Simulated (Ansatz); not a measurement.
# Tc of Ir (Fm-3m) from its phonons, part 2 of 2

Each step names its level of theory.

So far, log mean phonon energy ħω_log (meV): step 2 (coupling and resistivity: finite displacements) 17.5.

## Step 3: Electron–phonon run: r2SCAN at its own relaxed cell

The functional sets the lattice constant, the bands and the force constants.

This step: DFT r2SCAN, scalar-relativistic, plane waves, PAW (Ansatz 0.2.0).

The input, input.yaml:

```yaml
crystal:
  lattice:
    - [0.0, 1.9224562198, 1.9224562198]
    - [1.9224562198, 0.0, 1.9224562198]
    - [1.9224562198, 1.9224562198, 0.0]
  atoms:
    - { symbol: Ir, position: [0.0, 0.0, 0.0] }
kpoints:
  mp_grid: { grid: [9, 9, 9] }
hamiltonian:
  xc: r2scan
scf:
  occupations: { method: methfessel_paxton, width: 0.2 }
output:
  eigenvalues: true
phonons:
  method: dfpt
  qmesh: [3, 3, 3]
  temperatures: { t_max: 1000, t_step: 50 }
  qpath:
    path:
      - [[0.0, 0.0, 0.0], [0.5, 0.0, 0.5], [0.625, 0.25, 0.625]]
      - [[0.375, 0.375, 0.75], [0.0, 0.0, 0.0], [0.5, 0.5, 0.5], [0.5, 0.25, 0.75], [0.5, 0.0, 0.5]]
    npoints: 10
  electrical_resistivity:
    mesh: [16, 16, 16]
    temperatures: [20.0, 50.0, 80.0, 100.0, 150.0, 200.0, 273.0, 300.0, 400.0, 500.0, 600.0, 800.0]
  superconductivity: { mesh: [16, 16, 16], eliashberg_equations: false }
```

The run is started by

```
> ansatz run input.yaml --threads 4 --pin off --max-ram 10240MiB --backend cpu --events-out ev --progress --plain --runs-dir out
```

Numbers of over 12 decimals in the logs are rounded to 6 here.

Log:

```text
[...]
Crystal: 1 atoms, lattice volume = 14.210 Å³
Basis set: ecut = 500 eV, 339 PW (Γ), exchange–correlation on 100×100×100 points (125 copies of the dense FFT grid, shifted against one another)
Bands: 13, of which v1, the nominal top of the filled ones, is band 9 counted from 1 (8 counted from 0)
Symmetry: 48 space group operations
k-points: 75 of 729 (irreducible under 8 space group operations, time reversal used)
[...]
SCF iter   1: F=—  HF=-11948.714683 eV  |F-HF|=—  |Δ(HF+E_count)|=         —  Δρ=1.08e-2  dr2=6.77e-3  dr2_τ=3.40e-2  ethr=1.77e-3  ⟨swp⟩=5.0  Hψ=5057  notcnv=0
[...]
SCF iter   8: F=-11948.741131 eV  HF=-11948.741131 eV  |F-HF|=1.82e-12  |Δ(HF+E_count)|=  7.28e-12  S|Δr|=    0.00e0  Δρ=1.46e-7  dr2=2.16e-12  dr2_τ=2.22e-13  ethr=1.00e-12  ⟨swp⟩=6.8  Hψ=4238  notcnv=0
SCF 1 converged in 8 iterations: F = -11948.741131 eV  dr2 = 2.16e-12
[...]
DFPT response loops at Γ: preconditioner auto → Kerker (q_TF=auto, 2.811 Å⁻¹) (partly filled bands, converged f_vac=0.000); β = 1.00, the filter's whole step (`scf.mixing.beta` (0.50) is not read by the response loops under this deck's `scf.mixing.preconditioner`; to damp them name `kerker` or `kerker_dos`, under which they read `scf.mixing.beta`, and type it under 1.00, their step now; both keys bind the ground state too); Broyden in place of MSR1
NSCF: frozen V_eff on 35 k-points
[...]
k-points: 35 of 729
SCF iter   1: F=—  HF=-11948.714727 eV  |F-HF|=—  |Δ(HF+E_count)|=         —  Δρ=1.08e-2  dr2=6.81e-3  dr2_τ=3.40e-2  ethr=1.77e-3  ⟨swp⟩=5.0  Hψ=2373  notcnv=0
[...]
SCF iter   8: F=-11948.741131 eV  HF=-11948.741131 eV  |F-HF|=1.27e-11  |Δ(HF+E_count)|=  2.55e-11  S|Δr|=    0.00e0  Δρ=1.65e-7  dr2=2.83e-12  dr2_τ=2.47e-13  ethr=1.00e-12  ⟨swp⟩=3.0  Hψ=1154  notcnv=0
SCF 2 converged in 8 iterations: F = -11948.741131 eV  dr2 = 2.83e-12
[...]
SCF converged after 8 iterations
[...]
Free energy (F): -11948.741131 eV
[...]
Internal energy: -11948.743871 eV  (E = F + TS)
E sigma→0 (E₀):  -11948.741816 eV
Entropy (-TS):   0.002739 eV (2.739 meV/atom)
Fermi energy:    25.324339 eV
[...]
--- Band table (eV; the first three rows and the last of 75) ---
  k-point 0: bands = [... 5 lower, 21.4498, 21.4498, 21.4498, 24.1538, 24.1538, 39.7199, 45.4706, 45.4706]
  k-point 1: bands = [... 5 lower, 21.1729, 21.6732, 21.6732, 24.0258, 24.0258, 40.6486, 43.4769, 46.3983]
  k-point 2: bands = [... 5 lower, 20.8558, 21.9169, 21.9169, 24.1732, 24.1732, 40.3973, 42.3875, 48.8814]
  k-point 74: bands = [... 5 lower, 19.9193, 20.7492, 23.7636, 26.6783, 32.3409, 35.4548, 35.9606, 39.9292]
--- Phonons (Γ-DFPT): 1 representative perturbation + reference, on 75 of 729 k-points (Σ response iterations 8) ---
  k mesh reduced under 8 symmetry operations, with k and −k counted as one. Each operation leaves every solved perturbation unchanged. A smaller set is not considered because the functional reads the kinetic-energy density
  ASR residual: 1.024e-4 → 0.000e0 eV/Å²; symmetrization residual: 6.776e-20 eV/Å²
  ASR residual per site (eV/Å²): 1.02e-4
  Γ frequencies (cm⁻¹): 0.00 0.00 0.00
--- Phonons (arbitrary-q DFPT): 4 irreducible q on the 3×3×3 mesh ---
  q = [0.0000, 0.0000, 0.0000] (star 1, of the zone-centre solve; hermiticity 2.22e-16, symmetrization 6.62e-16): 0.00 0.00 0.00
  q = [0.0000, 0.0000, 0.3333] (star 8, 1 solved perturbation on 405 of 729 k-point pairs; hermiticity 4.95e-14, symmetrization 4.08e-13): 103.54 103.54 192.52
  q = [0.0000, 0.3333, 0.3333] (star 6, 2 solved perturbations in 360 linear systems a pass and spin channel, the states on 225 of 729 k-point pairs; hermiticity 9.81e-15, symmetrization 2.00e-14): 129.69 129.69 191.11
[...]
sum rule: each row above includes the acoustic sum rule's correction from the zone centre's row sums; it moved no ω² by more than (0.38 cm⁻¹)²
  mesh force constants: q→R imaginary residual 1.42e-16; ASR residual 1.024e-4 → 0.000e0 eV/Å²; symmetrization residual 1.066e-14 eV/Å²
  interpolated dispersion: 62 rows × 3 modes
[...]
--- Electrical resistivity: potentials and phonons of a 3×3×3 supercell ---
[...]
at the Fermi level of each mesh (of a tensor a third of its trace):
[...]
16×16×16                     0.4420             10.6586    0.4339    0.4929          18.018
          8×8×8                     0.4700             11.0940    0.4515    0.5113          18.043
          4×4×4                     0.2873              7.2379    0.2466    0.3028          18.401
  resistivity on the deck's mesh, µΩ·cm:
[...]
20.00     7.7330e-4              no     7.7330e-4     7.7330e-4     7.7330e-4       2.0591e-3         9.5091e-4
     50.00     1.5309e-1              no     1.5309e-1     1.5309e-1     1.5309e-1       2.4164e-1         1.5233e-1
     80.00     6.7438e-1              no     6.7438e-1     6.7438e-1     6.7438e-1       8.0409e-1         6.3494e-1
    100.00      1.0939e0              no      1.0939e0      1.0939e0      1.0939e0        1.2152e0          1.0174e0
    150.00      2.1143e0              no      2.1143e0      2.1143e0      2.1143e0        2.2211e0          1.9530e0
    200.00      3.0660e0              no      3.0660e0      3.0660e0      3.0660e0        3.1823e0          2.8303e0
    273.00      4.3907e0              no      4.3907e0      4.3907e0      4.3907e0        4.5374e0          4.0534e0
    300.00      4.8701e0              no      4.8701e0      4.8701e0      4.8701e0        5.0300e0          4.4963e0
    400.00      6.6193e0              no      6.6193e0      6.6193e0      6.6193e0        6.8314e0          6.1137e0
    500.00      8.3460e0              no      8.3460e0      8.3460e0      8.3460e0        8.6128e0          7.7121e0
    600.00      1.0062e1              no      1.0062e1      1.0062e1      1.0062e1        1.0385e1          9.3028e0
    800.00      1.3483e1              no      1.3483e1      1.3483e1      1.3483e1        1.3921e1          1.2481e1
[...]
vibrations of 27 cells: unjudged by the run; compare a larger repeat
[...]
--- Superconductivity: potentials and phonons of a 3×3×3 supercell ---
[...]
mesh         λ    ħω_log (meV)  μ* declared at (meV)
       16×16×16    0.4339          18.018               18.435
          8×8×8    0.4515          18.043               18.452
          4×4×4    0.2466          18.401               19.090
  λ by the species' shares of the modes' patterns: Ir 0.4339
[...]
0.08      1.961         1.994             -             -             -             -              -
      0.10      1.353         1.374             -             -             -             -              -
      0.12      0.873         0.886             -             -             -             -              -
      0.13      0.680         0.690             -             -             -             -              -
      0.14      0.517         0.524             -             -             -             -              -
      0.16      0.273         0.276             -             -             -             -              -
      0.20      0.044         0.045             -             -             -             -              -
[...]
vibrations of 27 cells: unjudged by the run; compare a larger repeat
[...]
```

Run time: 67 s. Hardware: 4 threads of Intel Xeon 6975P-C (Granite Rapids), shared host; peak memory 2.5 GiB.

Numbers from this step:

```
volume per atom                                   : 14.21 Å³
zero point energy                                 : 0.02619 eV/cell
highest frequency, solved or plainly interpolated : 214 cm⁻¹
Debye temperature (second moment)                 : 269 K
resistivity at 300 K                              : 4.87 μΩ cm
coupling constant λ                               : 0.4339
density of states at the Fermi level              : 0.442 states/eV a spin and cell
log mean phonon energy ħω_log                     : 18.02 meV
transport coupling constant λ_tr                  : 0.4929, 0.4929, 0.4929 (xx, yy, zz)
Drude plasma energy                               : 10.66, 10.66, 10.66 eV (xx, yy, zz)
resistivity times mean free path                  : 3.747, 3.747, 3.747 × 10⁻¹⁶ Ω m² (xx, yy, zz)
second-moment phonon energy ħω₂                   : 18.43 meV
coupling λ by branch                              : 0.159, 0.144, 0.131 (branches by rank of frequency)
```

Transition temperatures:

```csv
μ*,McMillan Tc (K),Allen–Dynes Tc (K)
0.08,1.96,1.99
0.1,1.35,1.37
0.12,0.873,0.886
0.13,0.68,0.69
0.14,0.517,0.524
0.16,0.273,0.276
0.2,0.0441,0.0446
```

## Step 4: Coupling and resistivity: spin–orbit coupling

Spin–orbit coupling splits bands near the Fermi level of heavy elements; the run uses the base functional.

This step: DFT PBE, spin-orbit coupling, plane waves, PAW (Ansatz 0.2.0).

input.yaml, the sections that differ from step 3:

```yaml
crystal:
  lattice:
    - [0.0, 1.9357158692, 1.9357158692]
    - [1.9357158692, 0.0, 1.9357158692]
    - [1.9357158692, 1.9357158692, 0.0]
  atoms:
    - { symbol: Ir, position: [0.0, 0.0, 0.0] }
hamiltonian:
  xc: pbe
  pseudopotentials: { kind: paw_fr }
magnetization:
  noncollinear: true
  spin_orbit: true
# kpoints, scf, output, phonons: as in step 3
```

Log:

```text
[...]
non-collinear run that drives no moment, with spin-orbit: no starting moment large enough to seed its density (crystal.atoms[].spin), no starting occupations that ask for one, no magnetisation constraint and no magnetic field, so the semilocal B_xc is pinned to zero
Crystal: 1 atoms, lattice volume = 14.506 Å³
Basis set: ecut = 420 eV, 283 PW (Γ), exchange–correlation on 40×40×40 points (8 copies of the dense FFT grid, shifted against one another)
Bands: 26, of which v1, the nominal top of the filled ones, is band 17 counted from 1 (16 counted from 0)
Symmetry: 48 space group operations + 48 with time reversal
k-points: 35 of 729
Projection manifold: j_resolved (fully-relativistic pseudo-atomic orbitals)
[...]
SCF iter   1: F=—  HF=-11967.279542 eV  |F-HF|=—  |Δ(HF+E_count)|=         —  Δρ=4.59e-2  dr2=2.29e-1  dr2_m=0.00e0 (ungated)  ethr=3.10e-3  |M|=0.00e0 ∫|m|=0.00e0 μB  |m|>n=0.0e0 m-floor=0.0e0 τ_xc=0.0e0  β_m=0.30  ⟨swp⟩=5.9  Hψ=2104  notcnv=0  defer=20
[...]
SCF iter   8: F=-11967.205421 eV  HF=-11967.205421 eV  |F-HF|=7.28e-12  |Δ(HF+E_count)|=  3.64e-12  S|Δr|=    0.00e0  Δρ=5.15e-8  dr2=9.98e-14  dr2_m=0.00e0 (ungated)  ethr=1.00e-12  |M|=0.00e0 ∫|m|=0.00e0 μB  |m|>n=0.0e0 m-floor=0.0e0 τ_xc=0.0e0  ⟨swp⟩=9.2  Hψ=2216  notcnv=0
SCF 1 converged in 8 iterations: F = -11967.205421 eV  dr2 = 9.98e-14
[...]
DFPT response loops at q = (0, 0, 0) (fractional): preconditioner auto → Kerker (q_TF=auto, 2.801 Å⁻¹) (partly filled bands, converged f_vac=0.000); β = 1.00, the filter's whole step (`scf.mixing.beta` (0.30) is not read by the response loops under this deck's `scf.mixing.preconditioner`; to damp them name `kerker` or `kerker_dos`, under which they read `scf.mixing.beta`, and type it under 1.00, their step now; both keys bind the ground state too); Broyden in place of MSR1
[...]
Projection manifold: j_resolved (fully-relativistic pseudo-atomic orbitals)
SCF iter   1: F=—  HF=-11967.279542 eV  |F-HF|=—  |Δ(HF+E_count)|=         —  Δρ=4.59e-2  dr2=2.29e-1  dr2_m=0.00e0 (ungated)  ethr=3.10e-3  |M|=0.00e0 ∫|m|=0.00e0 μB  |m|>n=0.0e0 m-floor=0.0e0 τ_xc=0.0e0  β_m=0.30  ⟨swp⟩=5.9  Hψ=2104  notcnv=0  defer=20
[...]
SCF iter   8: F=-11967.205421 eV  HF=-11967.205421 eV  |F-HF|=7.28e-12  |Δ(HF+E_count)|=  3.64e-12  S|Δr|=    0.00e0  Δρ=5.04e-8  dr2=9.67e-14  dr2_m=0.00e0 (ungated)  ethr=1.00e-12  |M|=0.00e0 ∫|m|=0.00e0 μB  |m|>n=0.0e0 m-floor=0.0e0 τ_xc=0.0e0  ⟨swp⟩=2.0  Hψ=898  notcnv=0
SCF 2 converged in 8 iterations: F = -11967.205421 eV  dr2 = 9.67e-14
[...]
SCF converged after 8 iterations
[...]
Magnetization: |M| = 0.0000 μB,  M = (+0.0000, +0.0000, +0.0000) μB
Absolute magnetization: 0.0000 μB (∫|m|)
  site 0: m = (+0.0000, +0.0000, +0.0000) μB, |m| = 0.0000 μB  (R = 1.13 Å)
Free energy (F): -11967.205421 eV
[...]
Internal energy: -11967.207580 eV  (E = F + TS)
E sigma→0 (E₀):  -11967.205961 eV
Entropy (-TS):   0.002159 eV (2.159 meV/atom)
Fermi energy:    25.073257 eV
[...]
--- Band table (eV; the first three rows and the last of 35) ---
  k-point 0: bands = [... 13 lower, 20.9524, 21.7867, 21.7867, 24.0445, 24.0445, 24.0445, 24.0445, 38.7167, ... 5 higher]
  k-point 1: bands = [... 13 lower, 21.0919, 21.9138, 21.9138, 23.8466, 23.8466, 24.0065, 24.0065, 39.5874, ... 5 higher]
  k-point 2: bands = [... 13 lower, 21.2145, 22.2319, 22.2319, 23.7607, 23.7607, 24.2768, 24.2768, 39.0850, ... 5 higher]
  k-point 34: bands = [... 13 lower, 20.5809, 23.5867, 23.5867, 26.2234, 26.2234, 31.3993, 31.3993, 34.0655, ... 5 higher]
--- Phonons (Γ-DFPT): 1 representative perturbation + reference (Σ response iterations 4) ---
  ASR residual: 9.924e-6 → 0.000e0 eV/Å²; symmetrization residual: 4.093e-12 eV/Å²
  ASR residual per site (eV/Å²): 9.92e-6
  Γ frequencies (cm⁻¹): 0.00 0.00 0.00
--- Phonons (arbitrary-q DFPT): 4 irreducible q on the 3×3×3 mesh ---
[...]
interpolated dispersion: 62 rows × 3 modes
[...]
--- Electrical resistivity: potentials and phonons of a 3×3×3 supercell ---
[...]
at the Fermi level of each mesh (of a tensor a third of its trace):
[...]
16×16×16                     0.4873              9.7142    0.4282    0.4843          17.312
          8×8×8                     0.5375             10.1550    0.4621    0.5204          17.298
          4×4×4                     0.3024              6.0634    0.2391    0.2802          17.470
  resistivity on the deck's mesh, µΩ·cm:
[...]
20.00     1.2758e-3             yes     1.2758e-3     1.2758e-3     1.2758e-3       3.3237e-3         1.4941e-3
     50.00     2.0583e-1             yes     2.0583e-1     2.0583e-1     2.0583e-1       3.1166e-1         2.0267e-1
     80.00     8.4638e-1             yes     8.4638e-1     8.4638e-1     8.4638e-1       9.8840e-1         7.9055e-1
    100.00      1.3460e0             yes      1.3460e0      1.3460e0      1.3460e0        1.4747e0          1.2428e0
    150.00      2.5502e0              no      2.5502e0      2.5502e0      2.5502e0        2.6587e0          2.3392e0
    200.00      3.6741e0              no      3.6741e0      3.6741e0      3.6741e0        3.7901e0          3.3677e0
    273.00      5.2428e0             yes      5.2428e0      5.2428e0      5.2428e0        5.3880e0          4.8060e0
    300.00      5.8118e0             yes      5.8118e0      5.8118e0      5.8118e0        5.9698e0          5.3280e0
    400.00      7.8933e0             yes      7.8933e0      7.8933e0      7.8933e0        8.1030e0          7.2397e0
    500.00      9.9564e0             yes      9.9564e0      9.9564e0      9.9564e0        1.0221e1          9.1374e0
    600.00      1.2015e1             yes      1.2015e1      1.2015e1      1.2015e1        1.2336e1          1.1034e1
    800.00      1.6146e1             yes      1.6146e1      1.6146e1      1.6146e1        1.6584e1          1.4850e1
[...]
vibrations of 27 cells: unjudged by the run; compare a larger repeat
[...]
--- Superconductivity: potentials and phonons of a 3×3×3 supercell ---
  pairing by harmonic phonons, in the closed forms alone; spin fluctuations are left out
           mesh         λ    ħω_log (meV)  μ* declared at (meV)
       16×16×16    0.4282          17.312               17.780
          8×8×8    0.4621          17.298               17.765
          4×4×4    0.2391          17.470               18.212
  λ by the species' shares of the modes' patterns: Ir 0.4282
[...]
0.08      1.781         1.811             -             -             -             -              -
      0.10      1.217         1.235             -             -             -             -              -
      0.12      0.775         0.786             -             -             -             -              -
      0.13      0.599         0.607             -             -             -             -              -
      0.14      0.451         0.456             -             -             -             -              -
      0.16      0.232         0.235             -             -             -             -              -
      0.20      0.035         0.035             -             -             -             -              -
[...]
vibrations of 27 cells: unjudged by the run; compare a larger repeat
[...]
```

The job ended after 94 s (4 threads; peak memory 4.5 GiB; 6 min of CPU time).

Numbers from this step:

```
volume per atom                                   : 14.51 Å³
zero point energy                                 : 0.02601 eV/cell
highest frequency, solved or plainly interpolated : 208.2 cm⁻¹
Debye temperature (second moment)                 : 267 K
resistivity at 300 K                              : 5.812 μΩ cm
coupling constant λ                               : 0.4282
density of states at the Fermi level              : 0.4873 states/eV a spin and cell
log mean phonon energy ħω_log                     : 17.31 meV
transport coupling constant λ_tr                  : 0.4843, 0.4843, 0.4843 (xx, yy, zz)
Drude plasma energy                               : 9.714, 9.714, 9.714 eV (xx, yy, zz)
resistivity times mean free path                  : 3.919, 3.919, 3.919 × 10⁻¹⁶ Ω m² (xx, yy, zz)
second-moment phonon energy ħω₂                   : 17.78 meV
coupling λ by branch                              : 0.153, 0.145, 0.13 (branches by rank of frequency)
```

Transition temperatures:

```csv
μ*,McMillan Tc (K),Allen–Dynes Tc (K)
0.08,1.78,1.81
0.1,1.22,1.24
0.12,0.775,0.786
0.13,0.599,0.607
0.14,0.451,0.456
0.16,0.232,0.235
0.2,0.0346,0.035
```

Table of Eliashberg function α²F by phonon energy; read off at these points:

```csv
phonon energy (meV),α²F,α²F tr
2.0,0,0
3.0,1.0e-4,0
4.0,2.0e-4,8.2e-5
5.0,5.0e-4,1.0e-4
6.0,8.0e-4,3.0e-4
7.0,0.00136,5.6e-4
8.0,0.00213,0.00101
9.0,0.00342,0.00195
10.0,0.00707,0.00546
11.0,0.0186,0.0201
12.0,0.0422,0.0440
13.0,0.0958,0.0974
14.0,0.149,0.157
15.0,0.324,0.377
16.0,0.534,0.612
17.0,0.453,0.531
18.0,0.773,0.931
18.2,0.848,1.01
19.0,0.0806,0.0973
20.0,0.416,0.489
21.0,0.453,0.492
21.6,0.661,0.705
22.0,0.343,0.369
```

The coupling constant from the curve is λ = 0.43; modes below 17.7 meV give half. The most distinct maxima of the Eliashberg function α²F (α²F) lie at 18.19 and 21.59 meV, the highest at 18.2 meV.

## Step 5: Summary of results

```yaml
meshes: q 3×3×3, k 9×9×9, scattering 16×16×16
coupling_constant_lambda: 0.428
log_mean_phonon_energy_omega_log: 17.3 meV
allen_dynes_tc_at_mu_star_0p1: 1.24 K
allen_dynes_tc_at_mu_star_0p13: 0.607 K
```

**Reading.** In the last run (PBE, spin–orbit coupling, q 3×3×3, k 9×9×9, scattering 16×16×16), with λ = 0.43 and ħω_log = 17.3 meV, Tc at μ* = 0.13 is 0.60 K by McMillan's formula and 0.61 K by Allen and Dynes's. Allen and Dynes's formula meets the measured 0.14 K at μ* near 0.17. Raising μ* from 0.10 to 0.16 lowers the Allen–Dynes value from 1.2 to 0.23 K. By the run's own test λ is not converged in the fine mesh: it moves by 8 % between the two finest. The run's transport test calls it not converged in the mesh. λ of these runs moves by 4 to 8 % between their two finest meshes, and Tc by more, so small gaps between the runs or to the measured value rank nothing. These meshes are coarse. Over the runs, λ takes the values 0.418, 0.434 and 0.428, in the order shown. μ* is a typed number, phonons are harmonic, and spin fluctuations are left out; at μ* = 0.13 McMillan's formula turns 1 % in λ into about 6.7 % in Tc.

Comparison with the measured values:

```
                                                   quantity  measured  Allen–Dynes, PBE, q 3×3×3, fine 16×16×16, displacements  Allen–Dynes, r2SCAN, q 3×3×3, fine 16×16×16  Allen–Dynes, PBE SOC, q 3×3×3, fine 16×16×16
superconducting transition temperature (μ* = 0.13) (kelvin)      0.14                                          0.52 (+269.3 %)                              0.69 (+392.9 %)                               0.61 (+333.6 %)
```

Measured values from Wikipedia's table of superconducting elements, as read in December (2026).

**Verdict.** For the superconducting transition temperature, of the levels listed nearest comes Allen–Dynes, PBE, q 3×3×3, fine 16×16×16, displacements (+269.3 %, a clear miss) and farthest Allen–Dynes, r2SCAN, q 3×3×3, fine 16×16×16 (+392.9 %, a clear miss). Limits of convergence are named above.

[Logs are printed without paths, hosts, clocks, repeated set-up lines and the standing remarks that a program may print on its own settings, such as how far it seeks lower states.]

[Hosts, paths, dates, database ids (printed as entryN), source tags and the programs' standing remarks are cut or masked in the printed files.]
